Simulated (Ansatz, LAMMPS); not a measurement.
# Relaxing Al55Cu45 (at. %) with crystalline order left by the classical run (74 atoms)

Aim: bring Al55Cu45 (at. %) with crystalline order left by the classical run (74 atoms) to a nearby minimum of the energy and see what moves.

Program: Ansatz 0.2.0. Level of theory: Kohn-Sham DFT, PBE, PAW (set soft_2), plane waves. Results are calculated unless marked as measured.

**1. The structure**

The cell holds 74 atoms: 41 Al and 33 Cu. Cell: a = 10.231 Å, b = 10.231 Å, c = 10.231 Å, α = 90.0°, β = 90.0°, γ = 90.0°. 74 atoms (41 Al, 33 Cu) placed at random at 4.42 g/cm³, melted at 1800 K for 10 ps at fixed volume with the EAM Al-Cu potential (Cai and Ye, Phys. Rev. B 54, 8398 (1996)). Quenched from 1800 K to 300 K at 5 K/ps and zero pressure, held 5 ps.

Limits known from the start: The quench rate of 5 K/ps far exceeds what a furnace or splat quench reaches, so expect more defects and frozen-in strain than in a real sample. The network of bonds at the start is that of the classical potential that made the cell.

**2. Making the structure**

A classical potential makes the cell, at a small fraction of what the same run would cost in DFT.

This step: classical MD, EAM Al-Cu potential (Cai and Ye, Phys. Rev. B 54, 8398 (1996)) (LAMMPS 22 Jul 2025 - Update 4).

in.lmp

```
# melt-quench of Al41Cu33
units metal
atom_style atomic
boundary p p p
region box block 0 10.6335 0 10.6335 0 10.6335
create_box 2 box
mass 1 26.9815   # Al
mass 2 63.5460   # Cu
create_atoms 1 random 41 371645 NULL overlap 1.82 maxtry 2000
create_atoms 2 random 33 371652 NULL overlap 1.82 maxtry 2000
pair_style eam/alloy
pair_coeff * * AlCu.eam.alloy Al Cu
neigh_modify delay 0 every 1 check yes
thermo_style custom step time temp pe press density
thermo_modify norm yes
timestep 0.002
thermo 100
min_style cg
minimize 1e-4 1e-4 200 2000
reset_timestep 0
velocity all create 1800 371646 mom yes dist gaussian
fix lim all nve/limit 0.05
fix lan all langevin 1800 1800 0.2 371647 zero yes
thermo 500
run 1000 post no
unfix lim
unfix lan
thermo 833
fix md all nvt temp 1800 1800 0.2
run 5000 post no
unfix md
thermo 15000
fix md all npt temp 1800 300 0.2 iso 0 0 2
run 150000 post no
unfix md
thermo 1250
fix md all npt temp 300 300 0.2 iso 0 0 2
run 2500 post no
unfix md
write_dump all custom glass.dump id type xs ys zs modify sort id
```

Run with:

```
$ lmp -in in.lmp -log none -nocite
```

Numbers of over 12 decimals in the logs are rounded to 6 here.

The log of the run:

```text
LAMMPS (22 Jul 2025 - Update 4)
Created orthogonal box = (0 0 0) to (10.6335 10.6335 10.6335)
Created 41 atoms
Created 33 atoms
   Step          Time           Temp          PotEng         Press         Density
         0   0              0             -1.9627521      393921.07      4.4240014
        75   0.15           0             -3.4832551     -80155.301      4.4240014
Loop time of 0.0201428 s on 1 MPI rank(s) for 75 steps with 74 atoms
Minimization stats:
  Stopping criterion = energy tolerance
  Energy initial, next-to-last, final =
     -1.96275212454974  -3.48301174676706  -3.48325514604987
  Force two-norm initial, final = 68.442337 0.23649046
  Iterations, force evaluations = 75 100
   Step          Time           Temp          PotEng         Press         Density
         0   0              1800          -3.4832551     -65066.651      4.4240014
       500   1              1837.0946     -3.2647388      35050.7        4.4240014
[... 5 lines left out ...]
      2499   4.998          1947.5313     -3.2747104      31963.721      4.4240014
      3332   6.664          1713.3579     -3.2582016      35280.308      4.4240014
      4165   8.33           1738.9092     -3.2169227      49587.873      4.4240014
      4998   9.996          1462.5369     -3.2533129      27861.263      4.4240014
      5831   11.662         1710.0808     -3.2686792      35730.497      4.4240014
[... 1 line left out ...]
Loop time of 0.770904 s on 1 MPI rank(s) for 5000 steps with 74 atoms
   Step          Time           Temp          PotEng         Press         Density
[... 12 lines left out ...]
Loop time of 23.9993 s on 1 MPI rank(s) for 150000 steps with 74 atoms
   Step          Time           Temp          PotEng         Press         Density
    156000   312            285.34232     -3.5338665     -3623.8495      4.9085808
    156250   312.5          338.40869     -3.528724      -1633.2393      4.9084673
    157500   315            291.54806     -3.527674       8700.3642      4.9644504
    158500   317            322.30935     -3.5286098      9479.6315      4.9672815
Loop time of 0.387614 s on 1 MPI rank(s) for 2500 steps with 74 atoms
```

Wall time 25 s (1 thread of Arm Neoverse V1, shared host); peak memory 0.071 GiB.

**3. Single point at the start**

A single point comes first, to see the forces before anything moves.

input.yaml

```yaml
crystal:
  lattice:
    - [10.23077, 0.0, 0.0]
    - [0.0, 10.23077, 0.0]
    - [0.0, 0.0, 10.23077]
  atoms:
    - { symbol: Al, position: [0.92547, 0.10423, 0.59036] }
    - { symbol: Al, position: [0.87565, 0.30846, 0.75945] }
    - { symbol: Al, position: [0.64992, 0.94029, 0.93602] }
    - { symbol: Al, position: [0.9112, 0.78021, 0.58739] }
    - { symbol: Al, position: [0.86367, 0.94319, 0.77457] }
    - { symbol: Al, position: [0.62339, 0.34836, 0.29946] }
    - { symbol: Al, position: [0.65896, 0.49357, 0.7552] }
    - { symbol: Al, position: [0.66299, 0.75309, 0.71283] }
    - { symbol: Al, position: [0.97205, 0.60646, 0.38621] }
    - { symbol: Al, position: [0.45478, 0.94246, 0.07757] }
    - { symbol: Al, position: [0.24182, 0.4527, 0.049] }
    - { symbol: Al, position: [0.34884, 0.94974, 0.48472] }
    - { symbol: Al, position: [0.01479, 0.94176, 0.00742] }
    - { symbol: Al, position: [0.19584, 0.61958, 0.23862] }
    - { symbol: Al, position: [0.06596, 0.75812, 0.80255] }
    - { symbol: Al, position: [0.08485, 0.31602, 0.61893] }
    - { symbol: Al, position: [0.14436, 0.12811, 0.45278] }
    - { symbol: Al, position: [0.81852, 0.95803, 0.164] }
    - { symbol: Al, position: [0.93401, 0.3384, 0.40324] }
    - { symbol: Al, position: [0.3323, 0.74324, 0.65307] }
    - { symbol: Al, position: [0.09066, 0.45662, 0.83858] }
    - { symbol: Al, position: [0.43524, 0.285, 0.09477] }
    - { symbol: Al, position: [0.17858, 0.95386, 0.25908] }
    - { symbol: Al, position: [0.76472, 0.55618, 0.50644] }
    - { symbol: Al, position: [0.47086, 0.12521, 0.87558] }
    - { symbol: Al, position: [0.08032, 0.0915, 0.81064] }
    - { symbol: Al, position: [0.51522, 0.4949, 0.52993] }
    - { symbol: Al, position: [0.30748, 0.46366, 0.66306] }
    - { symbol: Al, position: [0.80044, 0.56787, 0.20141] }
    - { symbol: Al, position: [0.03741, 0.26439, 0.00545] }
    - { symbol: Al, position: [0.10529, 0.58984, 0.60741] }
    - { symbol: Al, position: [0.38414, 0.79173, 0.26925] }
    - { symbol: Al, position: [0.64375, 0.74745, 0.11941] }
    - { symbol: Al, position: [0.38368, 0.1194, 0.28144] }
    - { symbol: Al, position: [0.50166, 0.93119, 0.70359] }
    - { symbol: Al, position: [0.83087, 0.72843, 0.95154] }
    - { symbol: Al, position: [0.78152, 0.13128, 0.34916] }
    - { symbol: Al, position: [0.53721, 0.1167, 0.5008] }
    - { symbol: Al, position: [0.60564, 0.50175, 0.05489] }
    - { symbol: Al, position: [0.58897, 0.9464, 0.30494] }
    - { symbol: Al, position: [0.25796, 0.09373, 0.03851] }
    - { symbol: Cu, position: [0.02124, 0.44343, 0.18592] }
    - { symbol: Cu, position: [0.83649, 0.12291, 0.96935] }
    - { symbol: Cu, position: [0.5304, 0.75755, 0.50635] }
    - { symbol: Cu, position: [0.99215, 0.77397, 0.19989] }
    - { symbol: Cu, position: [0.0446, 0.62543, 0.00944] }
    - { symbol: Cu, position: [0.66428, 0.29731, 0.92049] }
    - { symbol: Cu, position: [0.814, 0.29008, 0.15307] }
    - { symbol: Cu, position: [0.40752, 0.6275, 0.0972] }
    - { symbol: Cu, position: [0.57747, 0.61518, 0.29892] }
    - { symbol: Cu, position: [0.51426, 0.29822, 0.69455] }
    - { symbol: Cu, position: [0.00398, 0.12738, 0.22968] }
    - { symbol: Cu, position: [0.21925, 0.79101, 0.04713] }
    - { symbol: Cu, position: [0.85091, 0.45619, 0.97693] }
    - { symbol: Cu, position: [0.38389, 0.45133, 0.2829] }
    - { symbol: Cu, position: [0.70385, 0.30784, 0.54932] }
    - { symbol: Cu, position: [0.46676, 0.74447, 0.89126] }
    - { symbol: Cu, position: [0.7113, 0.9476, 0.53446] }
    - { symbol: Cu, position: [0.16844, 0.43627, 0.41941] }
    - { symbol: Cu, position: [0.31072, 0.12445, 0.65862] }
    - { symbol: Cu, position: [0.13934, 0.78418, 0.42771] }
    - { symbol: Cu, position: [0.27399, 0.93261, 0.84192] }
    - { symbol: Cu, position: [0.19488, 0.27351, 0.21981] }
    - { symbol: Cu, position: [0.26658, 0.28203, 0.84905] }
    - { symbol: Cu, position: [0.95424, 0.93079, 0.39175] }
    - { symbol: Cu, position: [0.43837, 0.4521, 0.87771] }
    - { symbol: Cu, position: [0.88824, 0.56941, 0.73262] }
    - { symbol: Cu, position: [0.13831, 0.93674, 0.61816] }
    - { symbol: Cu, position: [0.36354, 0.29643, 0.47404] }
    - { symbol: Cu, position: [0.25867, 0.63317, 0.8765] }
    - { symbol: Cu, position: [0.32529, 0.62897, 0.4483] }
    - { symbol: Cu, position: [0.6983, 0.13416, 0.70603] }
    - { symbol: Cu, position: [0.61959, 0.12862, 0.12829] }
    - { symbol: Cu, position: [0.77586, 0.76833, 0.3539] }
kpoints:
  mp_grid: { grid: [2, 2, 2] }
hamiltonian:
  xc: pbe
scf:
  occupations: { method: fermi_dirac, width: 0.1 }
output:
  forces: true
```

Run with:

```
$ ansatz run input.yaml --threads 4 --pin off --max-ram 15872MiB --backend cpu --events-out ev --progress --plain --runs-dir out
```

The log of the run:

```text
Engine: ansatz 0.2.0, aarch64-unknown-linux-gnu
Pseudopotentials: kind: paw
Pseudopotential: Al, paw, valence charge 3, recommended cutoff 420 eV (normal), Al.paw.azcp
Pseudopotential: Cu, paw, valence charge 19, recommended cutoff 420 eV (normal), Cu.paw.azcp
[... 5 lines on functional and potentials left out ...]
Crystal: 74 atoms, lattice volume = 1070.841 Å³
Basis set: ecut = 420 eV, 20863 PW (Γ), exchange–correlation on 144×144×144 points (8 copies of the dense FFT grid, shifted against one another)
Bands: 449, of which v1, the nominal top of the filled ones, is band 375 counted from 1 (374 counted from 0)
Symmetry: 1 space group operations
Space group: P1 (ITA 1), of the structure as read, at distance tolerance 1.0e-4 Å
k-points: 8
[... 5 lines on functional and potentials left out ...]
Initial density: superposition of atomic densities (neutral atoms: chi_scale 0, normalization atom), corrected by the library's trained network
Initial wavefunctions: pseudopotential atomic-orbital guess
Functional: x = pbe(κ = 0.804, μ = 0.219515), c = pbe(β = 0.066725)
SCF iter   1: F=—  HF=-240669.964266 eV  |F-HF|=—  |Δ(HF+E_count)|=         —  Δρ=2.79e-3  dr2=1.34e-1  ethr=1.77e-3  ⟨swp⟩=5.5  Hψ=13727  notcnv=0  defer=184
preconditioner: auto → Kerker (q_TF=auto, 2.571 Å⁻¹)  [metal: Δε(μ)=0.009 eV  Ē_g=6.563 eV  σ=0.100 eV  W_gap=0.02  n_scr=304 (ndim 8)  ℏωp=25.0 eV  f_vac=0.000  D(μ)=25.53/eV (n_scr^D=170)]
SCF iter   2: F=—  HF=-240669.959357 eV  |F-HF|=—  |Δ(HF+E_count)|=   4.91e-3  Δρ=1.33e-3  dr2=4.79e-2  ethr=1.79e-5  ⟨swp⟩=2.0  Hψ=4200  notcnv=0  defer=193
SCF iter   3: F=—  HF=-240669.955280 eV  |F-HF|=—  |Δ(HF+E_count)|=   4.08e-3  Δρ=1.11e-3  dr2=2.00e-2  ethr=6.38e-6  ⟨swp⟩=2.0  Hψ=4815  notcnv=0  defer=193
SCF iter   4: F=—  HF=-240669.952047 eV  |F-HF|=—  |Δ(HF+E_count)|=   3.23e-3  Δρ=1.63e-4  dr2=1.14e-3  ethr=2.67e-6  ⟨swp⟩=2.2  Hψ=4802  notcnv=0  defer=193
SCF iter   5: F=—  HF=-240669.951956 eV  |F-HF|=—  |Δ(HF+E_count)|=   9.09e-5  Δρ=1.29e-4  dr2=2.06e-4  ethr=1.52e-7  ⟨swp⟩=2.1  Hψ=4734  notcnv=0  defer=193
SCF iter   6: F=—  HF=-240669.951958 eV  |F-HF|=—  |Δ(HF+E_count)|=   1.99e-6  Δρ=9.50e-5  dr2=6.39e-5  ethr=2.75e-8  ⟨swp⟩=2.0  Hψ=5102  notcnv=0  defer=193
SCF iter   7: F=—  HF=-240669.952416 eV  |F-HF|=—  |Δ(HF+E_count)|=   4.58e-4  Δρ=1.55e-5  dr2=6.20e-6  ethr=8.52e-9  ⟨swp⟩=2.0  Hψ=6359  notcnv=0  defer=193
SCF iter   8: F=—  HF=-240669.952416 eV  |F-HF|=—  |Δ(HF+E_count)|=   5.23e-8  Δρ=1.37e-5  dr2=1.78e-6  ethr=8.26e-10  ⟨swp⟩=2.0  Hψ=6364  notcnv=0  defer=193
SCF iter   9: F=—  HF=-240669.952416 eV  |F-HF|=—  |Δ(HF+E_count)|=   3.04e-7  Δρ=8.14e-6  dr2=7.03e-7  ethr=2.38e-10  ⟨swp⟩=2.0  Hψ=6360  notcnv=0  defer=193
SCF iter  10: F=-240669.952416 eV  HF=-240669.952416 eV  |F-HF|=3.18e-8  |Δ(HF+E_count)|=   8.96e-8  Δρ=1.31e-6  dr2=4.85e-8  ethr=1.33e-11  ⟨swp⟩=2.1  Hψ=12247  notcnv=0
SCF 1 converged in 10 iterations: F = -240669.952416 eV  dr2 = 4.85e-8
  greatest PAW one-centre occupation: 1.000 electrons in one spin orbital (limit 2), on the Cu atom at site 56 (counted from 0), in its partial waves of l = 0
SCF converged after 10 iterations
Free energy (F): -240669.952416 eV
Harris-Foulkes:  -240669.952416 eV  (|F-HF|=3.18e-8)
Internal energy: -240669.111157 eV  (E = F + TS)
E sigma→0 (E₀):  -240669.531787 eV
Entropy (-TS):   -0.841259 eV (-11.368 meV/atom)
Fermi energy:    11.267026 eV
--- Per-component energies (eV) ---
  E_band       = -14873.194494
  E_kinetic    = 10833.335349
  E_local      = -205563.567710  (includes V_loc(G=0)·N_el)
  E_nonlocal   = 13254.725946
  E_hartree    = 93316.588481
  E_xc         = -4588.040368
  E_vxc        = -5005.567664  (∫ρ·V_xc dr)
  E_paw        = -74016.864134  (= ΣΔE_a)
  E_vpaw       = -15025.295540  (= ΣTr[D̂ρ^β])
  E_aug_tail   = 0.009093  (compensation charges beyond the density's cutoff)
  E_ewald      = -73905.297815
  E_smearing   = -0.841259  (= −TS)
  E_closure    = 0.000000  (closes the sum)
  Σ components = -240669.952416   (vs F -240669.952416, Δ=0.00e0)
--- Forces (eV/Å), atoms counted from 1 ---
  atom   1  Al    -0.50650229     0.12031921    -0.54770121
  atom   2  Al    -0.73612670     0.00788543     0.61502854
  atom   3  Al     1.09951768    -0.01181350    -0.73673957
  atom   4  Al     0.13916700    -0.04382238    -0.71381965
  atom   5  Al    -0.58798417     0.06560628     0.81992955
  atom   6  Al    -0.37039470     0.05168119     0.33693616
  atom   7  Al    -0.00520181    -0.22419535     0.53765870
  atom   8  Al     0.99103654    -1.02338755     0.42683516
  atom   9  Al     0.73638275     0.02906737    -0.50659309
  atom  10  Al    -0.81914541    -0.37673976    -0.12067741
  atom  11  Al    -0.03830825    -0.24176747    -0.12430262
  atom  12  Al    -0.58255643    -0.59762379    -0.34159217
  atom  13  Al     0.58876295    -0.28533902     0.22250400
  atom  14  Al    -0.44377893     0.09438842    -0.09396819
[...]
atom  73  Cu     0.29328462     0.02085000     0.01387872
  atom  74  Cu    -0.33636067    -0.10908547    -0.11089506
  max |Σ_I F_I| component: 5.06e-5 eV/Å
```

Elapsed: 2.1 min, on 4 threads of Arm Neoverse V1, shared host; peak memory 9 GiB; 8.2 min of CPU time.

The column dr2 measures how far the density is from self-consistency, as an energy; F and HF (Harris–Foulkes) agree once it is small.

The run gave:

```
free energy            : -240669.9524 eV
free energy per atom   : -3252.2967 eV/atom
SCF cycles             : 10
r.m.s. force component : 0.4399 eV/Å
longest force          : 1.487 eV/Å
Fermi energy           : 11.27 eV
```

The r.m.s. force component of 0.44 eV/Å sets the starting point.

Neighbours are counted within 3.23 Å (Al-Al), 3.23 Å (Al-Cu), 3.23 Å (Cu-Cu).

Length of the force by element and coordination:

```csv
element,coordination,atoms,mean length of the force (eV/Å),spread,least,most
Al,all,41,0.82,0.283,0.275,1.49
Al,10,1,0.503,0,0.503,0.503
Al,11,11,0.884,0.307,0.449,1.49
Al,12,27,0.817,0.275,0.275,1.32
Al,13,2,0.666,0.0326,0.634,0.699
Cu,all,33,0.535,0.285,0.115,1.28
Cu,10,2,0.360,0.0324,0.327,0.392
Cu,11,11,0.508,0.280,0.217,1.28
Cu,12,18,0.550,0.276,0.115,1.15
Cu,13,2,0.726,0.382,0.344,1.11
```

**4. Relaxation**

With the cell held, the atoms are moved downhill towards a nearby minimum.

input.yaml: that of step 3 with these lines changed.

```diff
@@ -15 +15,4 @@
   forces: true
+relax:
+  f_tol: 0.05
+  max_steps: 64
```

The log of the run:

```text
[...]
Crystal: 74 atoms, lattice volume = 1070.841 Å³
Basis set: ecut = 420 eV, 20863 PW (Γ), exchange–correlation on 144×144×144 points (8 copies of the dense FFT grid, shifted against one another)
Bands: 450, of which v1, the nominal top of the filled ones, is band 375 counted from 1 (374 counted from 0)
Symmetry: 1 space group operations
[...]
k-points: 8
[...]
SCF iter   1: F=—  HF=-240669.964432 eV  |F-HF|=—  |Δ(HF+E_count)|=         —  Δρ=2.79e-3  dr2=1.34e-1  ethr=1.77e-3  ⟨swp⟩=5.5  Hψ=13769  notcnv=0  defer=193
[...]
SCF iter   7: F=-240669.952411 eV  HF=-240669.952416 eV  |F-HF|=5.29e-6  |Δ(HF+E_count)|=   9.63e-6  Δρ=1.52e-5  dr2=6.02e-6  ethr=8.33e-9  ⟨swp⟩=3.0  Hψ=9564  notcnv=0
SCF 1 converged in 7 iterations: F = -240669.952411 eV  dr2 = 6.02e-6
[...]
relax step   1: F+E_penalty+E_count = -240669.95241104 eV  Δ(F+E_penalty+E_count) = +0.000e0 eV  max|allowed force component| = 1.132e0 eV/Å  Δτ_max = 0.0000 Å  (7 SCF iters, dr2 threshold 6.25e-5 eV, accepted)
[...]
relax step   2: F+E_penalty+E_count = -240672.40570863 eV  Δ(F+E_penalty+E_count) = -2.453e0 eV  max|allowed force component| = 6.470e-1 eV/Å  Δτ_max = 0.1655 Å  (7 SCF iters, dr2 threshold 8.01e-5 eV, accepted)
[...]
relax step   3: F+E_penalty+E_count = -240673.70757997 eV  Δ(F+E_penalty+E_count) = -1.302e0 eV  max|allowed force component| = 2.593e-1 eV/Å  Δτ_max = 0.2000 Å  (8 SCF iters, dr2 threshold 2.62e-5 eV, accepted)
relax step   4: F+E_penalty+E_count = -240674.07629030 eV  Δ(F+E_penalty+E_count) = -3.687e-1 eV  max|allowed force component| = 6.476e-2 eV/Å  Δτ_max = 0.2000 Å  (8 SCF iters, dr2 threshold 1.08e-5 eV, accepted)
[...]
relax step   5: F+E_penalty+E_count = -240674.12567332 eV  Δ(F+E_penalty+E_count) = -4.938e-2 eV  max|allowed force component| = 4.942e-2 eV/Å  Δτ_max = 0.2000 Å  (11 SCF iters, accepted)
SCF converged after 11 iterations
Free energy (F): -240674.125673 eV
[...]
Internal energy: -240673.333448 eV  (E = F + TS)
E sigma→0 (E₀):  -240673.729561 eV
Entropy (-TS):   -0.792226 eV (-10.706 meV/atom)
Fermi energy:    11.300022 eV
[...]
--- Forces (eV/Å), atoms counted from 1 ---
  atom   1  Al    -0.00351831    -0.00220151    -0.00293813
  atom   2  Al    -0.01233104     0.00453139     0.02103115
  atom   3  Al     0.00840561     0.01111072    -0.00511088
  atom   4  Al     0.01870858    -0.00673381    -0.00146808
  atom   5  Al    -0.00078108     0.00626192     0.00484624
  atom   6  Al     0.00688971     0.00824325     0.00576556
  atom   7  Al     0.02855633     0.00763490     0.00514836
  atom   8  Al    -0.01333997    -0.04941837     0.01443466
  atom   9  Al     0.00452946     0.01475825    -0.00524805
  atom  10  Al     0.02744002    -0.01358443    -0.00142611
  atom  11  Al    -0.00226455    -0.00436536    -0.00417927
  atom  12  Al    -0.00049570     0.00420541     0.01992680
  atom  13  Al    -0.01601348     0.00206643     0.00269982
  atom  14  Al     0.00533206     0.00129048     0.01006590
[...]
atom  73  Cu    -0.00435229    -0.01039757     0.00155651
  atom  74  Cu    -0.00218530    -0.00246174     0.01201912
  max |Σ_I F_I| component: 3.54e-5 eV/Å
--- Relaxed structure (5 steps of the walk, 5 accepted, 0 SCFs on fresh bases) ---
  F+E_penalty+E_count = -240674.12567332 eV   max|allowed force component| = 4.942e-2 eV/Å
  atoms:
    - { symbol: Al, position: [0.908854, 0.132364, 0.581267] }
    - { symbol: Al, position: [0.864640, 0.296512, 0.781934] }
    - { symbol: Al, position: [0.656563, 0.931811, 0.928799] }
    - { symbol: Al, position: [0.925347, 0.785824, 0.562766] }
[...]
- { symbol: Cu, position: [0.775006, 0.760478, 0.343675] }
```

The job ended after 9.4 min (4 threads; peak memory 9.5 GiB; 37 min of CPU time).

Relaxation path:

```csv
step,energy less that of the first step (eV),largest force component (eV/Å)
1,0.0000,1.1318
2,-2.4533,0.6470
3,-3.7552,0.2593
4,-4.1239,0.0648
5,-4.1733,0.0494
```

The atoms that moved most (Å):

```csv
atom,dx,dy,dz,length
Cu57,0.451,-0.215,-0.190,0.535
Cu71,-0.054,-0.462,0.151,0.489
Al32,0.108,-0.273,0.347,0.455
Al28,0.192,0.199,0.343,0.441
Al29,0.294,0.100,-0.279,0.418
Cu59,-0.264,-0.253,-0.166,0.402
Cu72,-0.133,-0.174,0.330,0.396
Cu65,-0.007,0.377,0.016,0.378
```

The relaxation changed the energy by -56.4 meV/atom, and atoms moved by 0.28 Å r.m.s., 0.54 Å at most.

**5. Local order after relaxation**

Bonds before and after, by the cutoffs listed below:

```csv
pair,bonds before,bonds after,mean before (Å),mean after (Å),spread before (Å),spread after (Å)
Al-Al,135,135,2.816,2.847,0.193,0.170
Al-Cu,236,229,2.759,2.697,0.204,0.162
Cu-Cu,82,80,2.695,2.718,0.200,0.121
```

Density 4.97 g/cm³, 14.47 Å³ an atom.

g(r), total and by pair (bins of 0.2 Å):

```csv
r (Å),total,Al-Al,Al-Cu,Cu-Cu
2.40,0.18,0.00,0.36,0.00
2.60,4.49,1.73,6.22,4.45
2.80,3.42,4.49,2.71,3.55
3.00,0.86,1.72,0.49,0.45
3.20,0.23,0.40,0.18,0.08
3.40,0.21,0.31,0.19,0.13
3.60,0.36,0.47,0.27,0.41
3.80,0.74,0.63,0.85,0.65
4.00,0.56,0.41,0.69,0.44
4.20,0.56,0.46,0.68,0.44
4.40,0.85,0.88,0.81,0.92
4.60,1.99,1.69,1.99,2.44
4.80,1.77,1.70,1.91,1.54
5.00,1.33,1.47,1.25,1.35
```

Neighbours by pair of elements; one cutoff, the widest of the pairs' first minima of g(r), serves all pairs of this metal:

```csv
pair A-B,cutoff (Å),bonds,mean length (Å),spread (Å),shortest (Å),B about A,A about B
Al-Al,3.38,135,2.85,0.17,2.57,6.58,6.58
Al-Cu,3.38,229,2.70,0.162,2.43,5.58,6.94
Cu-Cu,3.38,80,2.72,0.121,2.51,4.85,4.85
```

How many atoms have how many bonded neighbours:

```csv
element,mean,10,11,12,13,14
Al,12.2,0,5,25,10,1
Cu,11.8,1,6,25,1,0
```

Bond length by coordination (bonds to H left out):

```csv
element,coordination,atoms,mean bond length (Å)
Al,11,5,2.71
Al,12,25,2.76
Al,13,10,2.83
Al,14,1,2.87
Cu,10,1,2.67
Cu,11,6,2.65
Cu,12,25,2.72
Cu,13,1,2.77
```

First main peaks of g(r), for some of the pairs, lie near 2.8 Å (Al-Al), 2.6 Å (Al-Cu) and 2.7 Å (Cu-Cu). Counting bonds as in the table, 61 % of Al atoms have 12 and 76 % of Cu atoms have 12 bonded neighbours.

(Part 1 of 2 ends here.)

[Logs are printed without paths, hosts, clocks, repeated set-up lines and the standing remarks that a program may print on its own settings, such as how far it seeks lower states.]

[Hosts, paths, dates, database ids (printed as entryN), source tags and the programs' standing remarks are cut or masked in the printed files.]
